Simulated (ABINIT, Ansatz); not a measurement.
# A GW run on CdTe (F-43m) in ABINIT, with inputs changed

A base run on CdTe (F-43m), then changed inputs.

Method: PBE and many-body steps on it, plane waves, in ABINIT 10.8.3.

### 1. The structure

Symmetry: F-43m, No. 216, cubic system. The conventional cell has a = 6.480 Å, b = 6.480 Å, c = 6.480 Å, α = 90.00°, β = 90.00°, γ = 90.00°. Nearest to Cd lie 4 Te at 2.81 Å. Nearest to Te lie 4 Cd at 2.81 Å. Farther neighbours and most contacts between anions are not listed.

The cell and positions come from the Crystallography Open Database and are kept as given unless a step says otherwise. Spin-orbit coupling is left out unless a step names it.

### 2. Screening, 4×4×4 mesh, 271 bands, screening to 212.2 eV

This step: ABINIT 10.8.3; RPA screening on PBE, plane waves, norm-conserving pseudopotentials.

The RPA dielectric matrix is built and inverted for each q.

Contents of run.abi:

```
acell 3*1.0 Angstrom
rprim 
  0.000000000000 3.240000000000 3.240000000000
  3.240000000000 0.000000000000 3.240000000000
  3.240000000000 3.240000000000 0.000000000000
ntypat 2
znucl 48 52
natom 2
typat 1 2
xred 
  0.000000000000 0.000000000000 0.000000000000
  0.250000000000 0.250000000000 0.250000000000
pp_dirpath "pseudos"
pseudos "Cd.upf, Te.upf"
ecut 47
ngkpt 4 4 4
nshiftk 1
shiftk 0 0 0
kptopt 1
chksymbreak 0
istwfk *1
occopt 1
irdwfk 1
optdriver 3
nband 271
ecuteps 7.8
inclvkb 2
awtr 1
symchi 1
indata_prefix "in"
outdata_prefix "out"
tmpdata_prefix "tmp"
```

On the command line:

```bash
OMP_NUM_THREADS=1 mpirun -n 8 abinit run.abi > log
```

Output:

```text
.Version 10.8.3 of ABINIT. v10.8.2 released Aug 2026.

 Symmetries : space group F-4 3 m (#216); Bravais cF (face-center cubic)
[... echo of the input left out ...]
== DATASET  1 ==================================================================
-   mpi_nproc: 8, omp_nthreads: 1 (-1 if OMP is not activated)

--- !DatasetInfo
iteration_state: {dtset: 1, }
dimensions: {natom: 2, nkpt: 8, mband: 271, nsppol: 1, nspinor: 1, nspden: 1, mpw: 7120, }
cutoff_energies: {ecut:  47.0, pawecutdg:  -1.0, }
electrons: {nelect:   4.40000000E+01, charge:   0.00000000E+00, occopt:   1.00000000E+00, tsmear:   1.00000000E-02, }

 SCREENING: Calculation of the susceptibility and dielectric matrices

 Based on a program developped by R.W. Godby, V. Olevano, G. Onida, and L. Reining.
 Incorporated in ABINIT by V. Olevano, G.-M. Rignanese, and M. Torrent.
.Using double precision arithmetic ; gwpc =  8

[... cell and pseudopotentials left out ...]
--------------------------------------------------------------------------------

 ==== K-mesh for the wavefunctions ====
 Number of points in the irreducible wedge :     8
[... list of points left out ...]
 Together with 24 symmetry operations and time-reversal symmetry
 yields    64 points in the full Brillouin Zone.

 ==== Q-mesh for the screening function ====
 Number of points in the irreducible wedge :     8
[... list of points left out ...]
 Together with 24 symmetry operations and time-reversal symmetry
 yields    64 points in the full Brillouin Zone.

 setmesh: FFT mesh size selected  =    40x   40x   40
          total number of points  =        64000

 vcoul_init : cutoff-mode = AUXILIARY_FUNCTION
 q-points for optical limit:   1
     1)      0.000010    0.000020    0.000030

- screening: taking advantage of time-reversal symmetry
- Maximum band index for partially occupied states nbvw = 22
- Remaining bands to be divided among processors   nbcw = 249
- Number of bands treated by each node ~31

 Number of electrons calculated from density =   44.0000; Expected =   44.0000
 average of density, n =  0.095850
 r_s =    1.3555
 omega_plasma =   29.8642 [eV]

 calculating chi0 at frequencies [eV] :
  1    0.000000E+00    0.000000E+00
  2    0.000000E+00    2.986422E+01

--------------------------------------------------------------------------------
  q-point number  1        q = ( 0.000000, 0.000000, 0.000000) [r.l.u.]
--------------------------------------------------------------------------------
[... chi0 elements left out ...]
 For q-point:  0.000010 0.000020 0.000030
  dielectric constant =  25.8078
  dielectric constant without local fields =  27.0572

  Average fulfillment of the sum rule on Im[epsilon] for q-point    1 :     75.61  [%]
[... wings left out ...]
  q-point number  2        q = ( 0.250000, 0.000000, 0.000000) [r.l.u.]
--------------------------------------------------------------------------------
[... chi0 elements left out ...]
  Average fulfillment of the sum rule on Im[epsilon] for q-point    2 :     82.59  [%]

 [... 6 further q-points ...]
```

Elapsed: 7.4 min, on 8 MPI ranks of Arm Neoverse N1, shared host; peak memory 4.8 GiB.

This step gave:

| Quantity | Value |
| --- | --- |
| ε∞ with local fields, on this mesh, along the program's q direction | 25.81 |
| the same without local fields | 27.06 |
| plasma frequency | 29.86 eV |
| plane waves in the screening matrix | 531 |

Local fields lower ε∞ by 5 %.

### 3. Base

The self-energy is evaluated for the states that the input lists, and the levels follow from it, in one-shot runs by the linearised quasiparticle equation.

This step: G0W0 on PBE, plane waves, norm-conserving pseudopotentials.

Changes to run.abi since step 2:

```diff
@@ -23,8 +23,15 @@
 irdwfk 1
-optdriver 3
+optdriver 4
 nband 271
+gwcalctyp 0
+ecutsigx 47
+symsigma 1
+nkptgw 1
+kptgw 
+  0.0000000000 0.0000000000 0.0000000000
+bdgw 
+  20 26
 ecuteps 7.8
-inclvkb 2
-awtr 1
-symchi 1
+irdscr 1
+ppmodel 1
 indata_prefix "in"
```

Output:

```text
.Version 10.8.3 of ABINIT. v10.8.2 released Aug 2026.

 Symmetries : space group F-4 3 m (#216); Bravais cF (face-center cubic)
[... echo of the input left out ...]
== DATASET  1 ==================================================================
-   mpi_nproc: 8, omp_nthreads: 1 (-1 if OMP is not activated)

--- !DatasetInfo
iteration_state: {dtset: 1, }
dimensions: {natom: 2, nkpt: 8, mband: 271, nsppol: 1, nspinor: 1, nspden: 1, mpw: 7120, }
cutoff_energies: {ecut:  47.0, pawecutdg:  -1.0, }
electrons: {nelect:   4.40000000E+01, charge:   0.00000000E+00, occopt:   1.00000000E+00, tsmear:   1.00000000E-02, }

 SIGMA: Calculation of the GW corrections

 Based on a program developped by R.W. Godby, V. Olevano, G. Onida, and L. Reining.
 Incorporated in ABINIT by V. Olevano, G.-M. Rignanese, and M. Torrent.
.Using double precision arithmetic ; gwpc =  8

[... cell and pseudopotentials left out ...]
--------------------------------------------------------------------------------

 ==== K-mesh for the wavefunctions ====
 Number of points in the irreducible wedge :     8
[... list of points left out ...]
 Together with 24 symmetry operations and time-reversal symmetry
 yields    64 points in the full Brillouin Zone.

 ==== Q-mesh for screening function ====
 Number of points in the irreducible wedge :     8
[... list of points left out ...]
 Together with 24 symmetry operations and time-reversal symmetry
 yields    64 points in the full Brillouin Zone.

 vcoul_init : cutoff-mode = AUXILIARY_FUNCTION
 q-points for optical limit:   1
     1)      0.000010    0.000020    0.000030
 setmesh: FFT mesh size selected  =    54x   54x   54
          total number of points  =       157464

 Number of electrons calculated from density =   44.0000; Expected =   44.0000
 average of density, n =  0.095850
 r_s =    1.3555
 omega_plasma =   29.8642 [eV]

 === KS Band Gaps ===
  >>>> For spin  1
   Minimum direct gap =   0.7703 [eV], located at k-point      :   0.0000  0.0000  0.0000
   Fundamental gap    =   0.7703 [eV], Top of valence bands at :   0.0000  0.0000  0.0000
                                       Bottom of conduction at :   0.0000  0.0000  0.0000
 SIGMA fundamental parameters:
 PLASMON POLE MODEL  1
 number of plane-waves for SigmaX                 7119
 number of plane-waves for SigmaC and W            531
 number of plane-waves for wavefunctions          7119
 number of bands                                   271
 number of independent spin polarizations            1
 number of spinorial components                      1
 number of k-points in IBZ                           8
 number of q-points in IBZ                           8
 number of symmetry operations                      24
 number of k-points in BZ                           64
 number of q-points in BZ                           64
 number of frequencies for dSigma/dE                 9
 frequency step for dSigma/dE [eV]                0.25
 number of omega for Sigma on real axis              0
 max omega for Sigma on real axis  [eV]           0.00
 zcut for avoiding poles [eV]                     0.10

 EPSILON^-1 parameters (SCR file):
 dimension of the eps^-1 matrix on file            531
 dimension of the eps^-1 matrix used               531
 number of plane-waves for wavefunctions          7119
 number of bands                                   271
 number of q-points in IBZ                           8
 number of frequencies                               2
 number of real frequencies                          1
 number of imag frequencies                          1

 matrix elements of self-energy operator (all in [eV])

 Perturbative Calculation

--- !SelfEnergy_ee
iteration_state: {dtset: 1, }
kpoint     : [   0.000,    0.000,    0.000, ]
spin       : 1
KS_gap     :    0.770
QP_gap     :    1.548
Delta_QP_KS:    0.777
data: !SigmaeeData |
     Band     E0 <VxcDFT>   SigX SigC(E0)      Z dSigC/dE  Sig(E)    E-E0       E
       20   5.394 -14.421 -16.441   1.149   0.798  -0.253 -15.116  -0.695   4.699
       21   5.394 -14.421 -16.441   1.149   0.798  -0.253 -15.116  -0.695   4.699
       22   5.394 -14.421 -16.441   1.149   0.798  -0.253 -15.116  -0.695   4.699
       23   6.164 -11.984  -8.100  -3.782   0.811  -0.234 -11.901   0.082   6.246
       24  10.016 -10.133  -5.910  -4.186   0.803  -0.245 -10.103   0.030  10.046
       25  10.016 -10.133  -5.910  -4.186   0.803  -0.245 -10.103   0.030  10.046
       26  10.016 -10.133  -5.910  -4.186   0.803  -0.245 -10.103   0.030  10.046

== END DATASET(S) ==============================================================
================================================================================

 -outvars: echo values of variables after computation  --------
           etotal      0.0000000000E+00
            nband         271
             nkpt           8
          spgroup         216
 [... the other variables as echoed above ...]

 Calculation completed.
```

It took 50 s on 8 MPI ranks; peak memory 4.4 GiB; 6.6 min of CPU time.

This step gave:

```yaml
g0w0_gap_on_the_points_computed: 1.547 eV
starting_gap_on_the_mesh: 0.7704 eV
k_of_the_valence_top: 0, 0, 0
k_of_the_conduction_bottom: 0, 0, 0
z_at_the_valence_top: 0.798
z_at_the_conduction_bottom: 0.811
least_direct_g0w0_gap_on_the_computed_points: 1.547 eV
```

The gap on the mesh goes from 0.77 eV to 1.55 eV, a correction of +0.78 eV.

### 4. Contour deformation on a plasmon-pole file

Changes to run.abi since step 3:

```diff
@@ -25,3 +25,3 @@
 nband 271
-gwcalctyp 0
+gwcalctyp 2
 ecutsigx 47
@@ -35,3 +35,2 @@
 irdscr 1
-ppmodel 1
 indata_prefix "in"
```

Output:

```text
.Version 10.8.3 of ABINIT. v10.8.2 released Aug 2026.

 Symmetries : space group F-4 3 m (#216); Bravais cF (face-center cubic)
================================================================================
 Values of the parameters that define the memory need of the present run
     intxc =       0    ionmov =       0      iscf =       7    lmnmax =       8
     lnmax =       8     mgfft =      54  mpssoang =       4    mqgrid =    3001
     natom =       2  nloc_mem =       1    nspden =       1   nspinor =       1
    nsppol =       1      nsym =      24    n1xccc =    2501    ntypat =       2
    occopt =       1   xclevel =       2
-    mband =         271        mffmem =           1         mkmem =           1
       mpw =        7120          nfft =      157464          nkpt =           8
================================================================================
  Rough estimation (10% accuracy) of disk space for files :
================================================================================

--------------------------------------------------------------------------------
------------- Echo of variables that govern the present computation ------------
--------------------------------------------------------------------------------
 -outvars: echo values of preprocessed input variables --------
            acell      1.8897261259E+00  1.8897261259E+00  1.8897261259E+00 Bohr

             bdgw          20      26
      chksymbreak           0
             ecut      4.70000000E+01 Hartree
          ecuteps      7.80000000E+00 Hartree
         ecutsigx      4.70000000E+01 Hartree
          ecutwfn      4.70000000E+01 Hartree
-          fftalg         312
        gwcalctyp           2
           irdscr           1
           irdwfk           1

[...]
setmesh: FFT mesh size selected  =    54x   54x   54
          total number of points  =       157464

 Number of electrons calculated from density =   44.0000; Expected =   44.0000
 average of density, n =  0.095850
 r_s =    1.3555
 omega_plasma =   29.8642 [eV]

 === KS Band Gaps ===
  >>>> For spin  1
   Minimum direct gap =   0.7703 [eV], located at k-point      :   0.0000  0.0000  0.0000
   Fundamental gap    =   0.7703 [eV], Top of valence bands at :   0.0000  0.0000  0.0000
                                       Bottom of conduction at :   0.0000  0.0000  0.0000
 SIGMA fundamental parameters:
 CONTOUR DEFORMATION
 number of plane-waves for SigmaX                 7119
 number of plane-waves for SigmaC and W            531
 number of plane-waves for wavefunctions          7119
 number of bands                                   271
 number of independent spin polarizations            1
 number of spinorial components                      1
 number of k-points in IBZ                           8
 number of q-points in IBZ                           8
 number of symmetry operations                      24
 number of k-points in BZ                           64
 number of q-points in BZ                           64
 number of frequencies for dSigma/dE                 9
 frequency step for dSigma/dE [eV]                0.25
 number of omega for Sigma on real axis              0
 max omega for Sigma on real axis  [eV]           0.00
 zcut for avoiding poles [eV]                     0.10

 EPSILON^-1 parameters (SCR file):
 dimension of the eps^-1 matrix on file            531
 dimension of the eps^-1 matrix used               531
 number of plane-waves for wavefunctions          7119
 number of bands                                   271
 number of q-points in IBZ                           8
 number of frequencies                               2
 number of real frequencies                          1
 number of imag frequencies                          1

 matrix elements of self-energy operator (all in [eV])

 Perturbative Calculation

--- !ERROR
message: |
    Fatal error

--- !ERROR
message: |
    Fatal error

--- from the log ---
Fatal error
```

It took 5.4 s on 8 MPI ranks; peak memory 0.36 GiB.

The run stopped with an error after 5.4 s.

The fault put into this input: contour deformation on a plasmon-pole file.

### 5. The runs together

Times are wall times on 8 MPI ranks of Arm Neoverse N1, shared host, good to a factor of about two. A run's time includes the screening step that it read.

| run | mesh | bands | screening cutoff (eV) | DFT gap (eV) | gap on the mesh (eV) | direct (eV) | ε∞ used | time |
| --- | --- | --- | --- | --- | --- | --- | --- | --- |
| base | 4×4×4 | 271 | 212.2 | 0.770 | 1.547 | 1.547 | 25.81 | 8.2 min |

### 6. What came out

| Property | Result |
| --- | --- |
| base | 1.547 eV |
| known limits | not at the basis limit; mesh may overstate the screening; no spin-orbit coupling; coarse k mesh |

In words: Bands and cutoff are finite, so the gap is not at the basis limit. The miss can reach some tenths of an eV and take either sign; the mesh is an error of its own. In the G0W0 run levels were corrected at 1 k point alone, so a gap called «on the mesh» is the least over those, and an edge elsewhere would be missed. The 4×4×4 mesh is coarse for this cell, which bears on the long-range parts of exchange and screening. The RPA ε∞ on this mesh reaches over 25; with a narrow direct gap a coarse mesh can overstate it, and the correction is then too small. The many-body steps are scalar-relativistic: spin-orbit coupling is not in them.

[Paths, hosts, dates, memory and timing lines, banners, echoed tables and standing remarks are left out of the program output.]

[Logs are printed without paths, hosts, clocks, repeated set-up lines and the standing remarks that a program may print on its own settings, such as how far it seeks lower states.]

[Runs of the session that timed out or met a known fault of the program may be left out.]

[Hosts, paths, dates, database ids (printed as entryN), source tags and the programs' standing remarks are cut or masked in the printed files.]

[G0W0 gaps are taken among the corrected bands and points alone; a level outside them can change the order at an edge.]

[Where Ansatz stands beside ABINIT at settings called matched, ABINIT's density can come from a denser mesh and the files from another edition; pairs whose starting gaps differed by over 0.03 eV were left out, so agreement reads better than it is.]
